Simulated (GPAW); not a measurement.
# STM contrast on 1T-PbBrI monolayer

Wanted: filled- and empty-state images of 1T-PbBrI monolayer, with its work function.

Method: GPAW, PAW setups; layer in a repeated cell with vacuum, relaxation of atoms and in-plane cell, in the first sound run; inputs show where later runs differ, in GPAW 26.7.0.

## 1. Set-up

The cell holds 3 atoms: 1 I, 1 Pb and 1 Br. Cell: a = 4.142 Å, b = 4.142 Å, c = 16.488 Å, α = 90.0°, β = 90.0°, γ = 120.0°. Vacuum lies along c.

## 2. Relaxing the atoms

Forces are removed first; all later runs use this geometry.

Input file run.py:

```python
import json
import numpy as np
from ase import Atoms
from ase.filters import FrechetCellFilter
from ase.optimize import BFGS
from gpaw import GPAW, PW

slab = Atoms(
    ['I', 'Pb', 'Br'],
    positions=[
        [2.07121, 1.19581, 7.00000],
        [0.00000, 0.00000, 8.45028],
        [-0.00000, 2.39163, 9.48786]],
    cell=[[4.14242, 0.0, 0.0], [-2.07121, 3.58744, 0.0], [0.0, 0.0, 16.4879]],
    pbc=[True, True, True])

slab.calc = GPAW(mode=PW(600), xc='PBE', kpts={'size': (9, 9, 1), 'gamma': True},
                 occupations={'name': 'fermi-dirac', 'width': 0.05}, nbands='200%',
                 convergence={'density': 1e-05}, maxiter=200,
                 symmetry={'tolerance': 1e-3}, txt='slab.txt')
result = {}
# The in-plane cell is free; stress needs a cell that repeats along all three vectors
path = []
opt = BFGS(FrechetCellFilter(slab, mask=[1, 1, 0, 0, 0, 1]), maxstep=0.2)
opt.attach(lambda: path.append((slab.get_potential_energy(), slab.positions.tolist(), slab.get_forces().tolist())))
result['relaxed'] = bool(opt.run(fmax=0.02, steps=45))
result['path'] = path
result['cell'] = slab.cell.tolist()
print('in-plane lattice', slab.cell.cellpar().round(4)[[0, 1, 5]])
energy = slab.get_potential_energy()
fermi = slab.calc.get_fermi_level()
v = slab.calc.get_electrostatic_potential().mean((0, 1)) - fermi
n = slab.calc.get_pseudo_density().mean((0, 1))
L = slab.cell[2, 2]
z = np.arange(len(v)) * L / len(v)
low, high = slab.positions[:, 2].min(), slab.positions[:, 2].max()
below, above = np.interp([low - 4.8, high + 4.8], z, v)
slopes = [np.interp(x, z, np.gradient(v, z)) for x in (low - 4.8, high + 4.8)]
eps = np.array([[slab.calc.get_eigenvalues(k, s) for k in range(len(slab.calc.get_ibz_k_points()))]
                for s in range(slab.calc.get_number_of_spins())]) - fermi
top, bottom = eps[eps < 0].max(), eps[eps > 0].min()
dipole = slab.get_dipole_moment()[2]
print(f'energy {energy:.4f} eV, Fermi level {fermi:.4f} eV, dipole {dipole:.5f} e A')
print(f'potential 4.8 A off the faces, from the Fermi level: lower {below:.4f} eV, upper {above:.4f} eV')
print(f'slope of the potential there: lower {slopes[0]:.5f}, upper {slopes[1]:.5f} eV/A')
print(f'nearest levels on the mesh: {top:.4f} and {bottom:.4f} eV')
print('magnetic moment', round(slab.get_magnetic_moment(), 3))
result.update(energy=energy, fermi=fermi, dipole=dipole, below=below, above=above, slopes=slopes, edges=[top, bottom],
              z=z.tolist(), v=v.tolist(), n=n.tolist(), positions=slab.positions.tolist(),
              forces=slab.get_forces(apply_constraint=False).tolist(), moments=slab.get_magnetic_moments().tolist())
json.dump(result, open('result.json', 'w'))
```

Launch:

```
$ OMP_NUM_THREADS=1 OPENBLAS_NUM_THREADS=1 python run.py
```

The log of the run:

```text
Step          Energy          fmax
BFGS:    0       -5.759007        6.390562
BFGS:    1       -7.296064        4.326877
BFGS:    2       -8.963217        1.292582
BFGS:    3       -9.218015        0.581533
BFGS:    4       -9.260574        0.303625
BFGS:    5       -9.264516        0.228252
BFGS:    6       -9.267395        0.177765
BFGS:    7       -9.274398        0.237586
BFGS:    8       -9.282816        0.244909
BFGS:    9       -9.290157        0.234539
BFGS:   10       -9.294862        0.283556
BFGS:   11       -9.298660        0.262378
BFGS:   12       -9.303379        0.236292
BFGS:   13       -9.309531        0.150221
BFGS:   14       -9.312752        0.059129
BFGS:   15       -9.313492        0.013523
in-plane lattice [  4.5711   4.5711 120.    ]
energy -9.3135 eV, Fermi level -1.8433 eV, dipole -0.03245 e A
potential 4.8 A off the faces, from the Fermi level: lower 5.1602 eV, upper 5.2267 eV
slope of the potential there: lower -0.01983, upper -0.01969 eV/A
nearest levels on the mesh: -1.5576 and 1.1329 eV
magnetic moment 0.0
```

Wall time 9.1 min (1 thread of AMD EPYC 9R14 (Zen 4), shared host); peak memory 0.49 GiB.

Numbers from this step:

```yaml
dipole_along_the_normal: -0.03245 e·Å
levels_nearest_the_fermi_level_on_the_mesh: -1.558, 1.133 eV from the Fermi level
```

Electrostatic potential energy of an electron (without an applied field's), less the Fermi level, planar mean against z:

| z (Å) | electrostatic potential energy of an electron (without an applied field's), less the Fermi level, planar mean (eV) |
| --- | --- |
| 0.0 | 5.19 |
| 0.5 | 5.18 |
| 1.0 | 5.17 |
| 1.5 | 5.16 |
| 2.0 | 5.15 |
| 2.5 | 5.14 |
| 3.0 | 5.13 |
| 3.5 | 5.12 |
| 4.0 | 5.09 |
| 4.5 | 4.99 |
| 5.0 | 4.57 |
| 5.5 | 2.81 |
| 6.0 | -3.49 |
| 6.5 | -11.2 |
| 7.0 | -4.70 |
| 7.5 | -1.10 |
| 8.0 | -6.46 |
| 8.5 | -11.3 |
| 9.0 | -4.18 |
| 9.5 | -3.00 |
| 10.0 | -7.36 |
| 10.5 | -1.01 |
| 11.0 | 3.83 |
| 11.5 | 4.99 |
| 12.0 | 5.22 |
| 12.5 | 5.26 |
| 13.0 | 5.26 |
| 13.5 | 5.25 |
| 14.0 | 5.24 |
| 14.5 | 5.23 |
| 15.0 | 5.22 |
| 15.5 | 5.21 |
| 16.0 | 5.20 |

The pseudo valence density, planar mean by z:

z (Å), pseudo valence density, planar mean (e/Å³) and a bar from the least value:
```
     0.00      0.000 
     0.52      0.000 
     0.86      0.000 
     1.37      0.000 
     1.72      0.000 
     2.23      0.000 
     2.58      0.000 
     3.09      0.000 
     3.61      0.000 
     3.95      0.001 
     4.47      0.005 
     4.81      0.015 #
     5.32      0.063 ###
     5.67      0.143 ######
     6.18      0.188 ########
     6.70      0.157 #######
     7.04      0.242 ##########
     7.56      0.209 #########
     7.90      0.315 #############
     8.42      0.713 ##############################
     8.76      0.474 ####################
     9.27      0.265 ###########
     9.62      0.267 ###########
    10.13      0.221 #########
    10.65      0.175 #######
    10.99      0.078 ###
    11.51      0.016 #
    11.85      0.006 
    12.37      0.001 
    12.71      0.000 
    13.22      0.000 
    13.74      0.000 
    14.08      0.000 
    14.60      0.000 
    14.94      0.000 
    15.46      0.000 
    15.80      0.000 
    16.32      0.000
```

The relaxation lowered the energy of the cell by 3.55 eV (energies extrapolated to zero smearing; the optimiser's log prints free energies). The largest force left on a free atom is 0.0085 eV/Å.

## 3. The slab's potential

The work function is the vacuum plateau of the electrostatic potential less the Fermi level; a dipole layer lets the two faces have plateaus of their own.

This step: GPAW, PAW setups; slab in vacuum (GPAW 26.7.0).

The cell differs from the one that the last finished run ended in (c 16.488 → 17.520 Å).

Input file run.py:

```python
import json
import numpy as np
from ase import Atoms
from ase.dft.stm import STM
from gpaw import GPAW, PW

slab = Atoms(
    ['I', 'Pb', 'Br'],
    positions=[
        [2.28556, 1.31957, 7.00000],
        [-0.00000, 0.00000, 8.92237],
        [0.00000, 2.63914, 10.51957]],
    cell=[[4.57112, -0.0, 0.0], [-2.28556, 3.95871, 0.0], [0.0, 0.0, 17.5196]],
    pbc=[True, True, False])

slab.calc = GPAW(mode=PW(400), xc='PBE', kpts={'size': (9, 9, 1), 'gamma': True},
                 occupations={'name': 'fermi-dirac', 'width': 0.05}, nbands='200%',
                 convergence={'density': 1e-05}, maxiter=200,
                 poissonsolver={'dipolelayer': 'xy'},
                 symmetry={'tolerance': 1e-3}, txt='slab.txt')
result = {}
energy = slab.get_potential_energy()
fermi = slab.calc.get_fermi_level()
v = slab.calc.get_electrostatic_potential().mean((0, 1)) - fermi
n = slab.calc.get_pseudo_density().mean((0, 1))
L = slab.cell[2, 2]
z = np.arange(len(v)) * L / len(v)
low, high = slab.positions[:, 2].min(), slab.positions[:, 2].max()
below, above = np.interp([low - 4.8, high + 4.8], z, v)
slopes = [np.interp(x, z, np.gradient(v, z)) for x in (low - 4.8, high + 4.8)]
eps = np.array([[slab.calc.get_eigenvalues(k, s) for k in range(len(slab.calc.get_ibz_k_points()))]
                for s in range(slab.calc.get_number_of_spins())]) - fermi
top, bottom = eps[eps < 0].max(), eps[eps > 0].min()
dipole = slab.get_dipole_moment()[2]
print(f'energy {energy:.4f} eV, Fermi level {fermi:.4f} eV, dipole {dipole:.5f} e A')
print(f'potential 4.8 A off the faces, from the Fermi level: lower {below:.4f} eV, upper {above:.4f} eV')
print(f'slope of the potential there: lower {slopes[0]:.5f}, upper {slopes[1]:.5f} eV/A')
print(f'nearest levels on the mesh: {top:.4f} and {bottom:.4f} eV')
print('magnetic moment', round(slab.get_magnetic_moment(), 3))
result.update(energy=energy, fermi=fermi, dipole=dipole, below=below, above=above, slopes=slopes, edges=[top, bottom],
              z=z.tolist(), v=v.tolist(), n=n.tolist(), positions=slab.positions.tolist(),
              forces=slab.get_forces(apply_constraint=False).tolist(), moments=slab.get_magnetic_moments().tolist())

# Images need the states of the whole zone, up to time reversal
slab.calc = slab.calc.fixed_density(symmetry={'point_group': False}, txt='states.txt', nbands='320%',
                                    convergence={'bands': 'CBM+2.3'})
stm = STM(slab)
result['stm'] = []
for bias in [-1.5, 2.0]:
    height = high + 4.0
    current = stm.get_averaged_current(bias, height)
    x, y, h = stm.scan(bias, current)
    i, f = divmod(height / L * stm.ldos.shape[2], 1)
    I = abs((1 - f) * stm.ldos[:, :, int(i)] + f * stm.ldos[:, :, int(i) + 1])
    print(f'bias {bias} V: mean current at 4.0 A {current:.4e}, corrugation {np.ptp(h):.4f} A')
    result['stm'].append(dict(bias=bias, current=current, h=(h - high).tolist(), I=I.tolist()))
json.dump(result, open('result.json', 'w'))
```

The log of the run:

```text
energy -9.2302 eV, Fermi level -1.8954 eV, dipole -0.02231 e A
potential 4.8 A off the faces, from the Fermi level: lower 4.9371 eV, upper 5.1618 eV
slope of the potential there: lower -0.00007, upper 0.00010 eV/A
nearest levels on the mesh: -1.7064 and 0.9866 eV
magnetic moment 0.0
bias -1.5 V: mean current at 4.0 A 0.0000e+00, corrugation 0.0000 A
bias 2.0 V: mean current at 4.0 A 8.3167e-06, corrugation 0.2641 A
```

The job ended after 91 s (1 thread; peak memory 0.51 GiB).

This step gave:

* dipole along the normal: -0.02231 e·Å
* levels nearest the Fermi level on the mesh: -1.706, 0.9866 eV from the Fermi level
* upper work function: 5.162 eV
* lower work function: 4.937 eV
* corrugation 2: 0.2641 Å
* upper ionisation energy: 6.868 eV

The electrostatic potential energy of an electron (without an applied field's), less the Fermi level, planar mean by z:

z (Å), electrostatic potential energy of an electron (without an applied field's), less the Fermi level, planar mean (eV) and a bar from the least value:
```
      0.0        5.0 ##############################
      0.5        4.9 ##############################
      1.0        4.9 ##############################
      1.5        4.9 ##############################
      2.0        4.9 ##############################
      2.5        4.9 ##############################
      3.0        4.9 ##############################
      3.5        4.9 ##############################
      4.0        4.9 ##############################
      4.5        4.9 ##############################
      5.0        4.8 #############################
      5.5        4.4 #############################
      6.0        2.6 #########################
      6.5       -3.6 ##############
      7.0      -11.3 
      7.5       -4.9 ############
      8.0       -1.2 ##################
      8.5       -6.6 #########
      9.0      -11.4 
      9.5       -4.3 #############
     10.0       -3.2 ###############
     10.5       -7.5 #######
     11.0       -1.2 ###################
     11.5        3.7 ###########################
     12.0        4.9 #############################
     12.5        5.1 ##############################
     13.0        5.1 ##############################
     13.5        5.2 ##############################
     14.0        5.2 ##############################
     14.5        5.2 ##############################
     15.0        5.2 ##############################
     15.5        5.2 ##############################
     16.0        5.2 ##############################
     16.5        5.2 ##############################
     17.0        5.2 ##############################
```

The pseudo valence density, planar mean by z:

| z (Å) | pseudo valence density, planar mean (e/Å³) |
| --- | --- |
| 3 | 1.5e-5 |
| 4 | 3.1e-4 |
| 5 | 0.00594 |
| 6 | 0.0996 |
| 7 | 0.120 |
| 8 | 0.206 |
| 9 | 0.666 |
| 10 | 0.266 |
| 11 | 0.209 |
| 12 | 0.0177 |
| 13 | 7.3e-4 |
| 14 | 3.3e-5 |

Tip height over the top atom over a1 and a2. Sample bias 2 V, constant current at the mean current 4.0 Å over the top atom.

Ten even steps from '0' (3.87 Å) to '9' (4.13 Å):
```
333344555666666555443333
333445666777776665443333
334556777888877765543333
344567788898887765443333
345678899999988765433333
456778999999987765433333
456789999999987654333333
456789999999876543322233
467889999998876433222233
567899999998765332212233
567889999887654321111234
567889998876543211011234
567788887765432110011234
566778776654321100011234
456777765433211000011233
456666654332110000011233
455555543321100000011233
444544433221000000012233
344443332211111111112233
333333332221111111222333
333333332222222222223333
333333333333333333333333
333333333334444333333333
333333444455555444433333
```
Columns: a1 from 0 to 0.958; rows upwards: a2 from 0 to 0.958.

Local density of states summed over the bias window over a1 and a2. Sample bias 2 V, constant height 4.0 Å over the top atom.

Ten even steps from '_' (0.63 × 1e-5 arbitrary) to '@' (1.11 × 1e-5 arbitrary):
```
------------======++++++++++++======------------
--------====++++**************++++====----------
::----====++****############****++====----::::::
----====++****##%%%%%%%%%%##****++====----::::::
----==++**####%%%%@@@@%%%%####**++==----::::::::
--==++****##%%@@@@@@@@@@%%##****++==----::::::--
--==++**##%%@@@@@@@@@@@@%%##**++==----::::::::--
--==**##%%%%@@@@@@@@@@%%%%##**==----::::::::::--
==++**##%%@@@@@@@@@@@@%%##**++==--::::::::::::--
==++**##%%@@@@@@@@@@%%##**++==--::::......::::--
==++**##%%%%@@@@%%%%##**++==--::::........::::--
==++**##%%%%%%%%%%##**++==--::::..______..::::--
==++**############**++==--::::..________..::::--
==++******##******++==--::::..__________..::::--
====++********++====--::::..____________..::::--
--==++++++++++==----::::..______________..::::--
--============----::::..________________..::::--
----======------::::....______________....::::--
--------------::::::....____________....::::::--
----------::::::::::..................::::::::::
::----::::::::::::::::::::::::::::::::::::::::::
------::::::::::::::::::::::::::::::::::::::::::
------::::::----------------------------::::::--
------::----------==============----------::----
```
Columns: a1 from 0 to 0.958; rows upwards: a2 from 0 to 0.958.

The layer is gapped, so the Fermi level lies somewhere inside the gap, set by smearing and numerics, and these work functions are no property of the material; the band edges below the vacuum level are. The potential is flat to 9.7e-5 eV/Å where it is read, so the vacuum is wide enough. At -1.5 V the search found no usable constant-current contour near the set height, since the window lies inside the gap and carries no current, so the printed corrugation is no image; it is left out.

## 4. Outcome

```json
{
  "work function, upper and lower face (Fermi level placed in the gap by the smearing)": "5.162 and 4.937 eV",
  "ionisation energy from the upper face (highest filled level on the mesh)": "6.87 eV",
  "electron affinity from the upper face (lowest empty Kohn-Sham level on the mesh)": "4.18 eV",
  "dipole along the normal": "-0.0223 e Å",
  "corrugation at 2 V": "0.264 Å"
}
```

At 2 V the tip height varies by 0.26 Å over the cell. Negative sample bias images filled states, positive bias empty ones. The two faces differ by 0.22 eV, the step that the slab's dipole makes (e p/(ε0 A) gives 0.22 eV), so the dipole layer is needed. The levels nearest the Fermi level on the mesh lie 2.69 eV apart, so the slab is gapped there: the smearing puts the Fermi level inside the gap, and from either face the ionisation energy is the work function plus 1.7 eV. Both are Kohn-Sham levels on the mesh, and semilocal gaps are too small, so the affinity tends to come out too large and the ionisation energy too small. The images are of Tersoff-Hamann type: an s-wave tip, no tip-sample forces, heights closer than in a microscope. The starting lattice was a guess from atomic radii; the relaxation moved it by 10 %. With elements this heavy, spin-orbit coupling can move band edges by tenths of an eV. The relaxation of atoms and cell ran in a fully periodic cell without the dipole layer, so the atoms of this polar layer felt a small spurious field. Biases count from a Fermi level whose place in the gap is arbitrary, so only their reach past the band edges has a meaning. The layer's cell and atoms come from the relaxation; spin-orbit coupling and temperature are left out.

[Logs are printed without paths, hosts, clocks, repeated set-up lines and the standing remarks that a program may print on its own settings, such as how far it seeks lower states.]

[Hosts, paths, dates, database ids (printed as entryN), source tags and the programs' standing remarks are cut or masked in the printed files.]
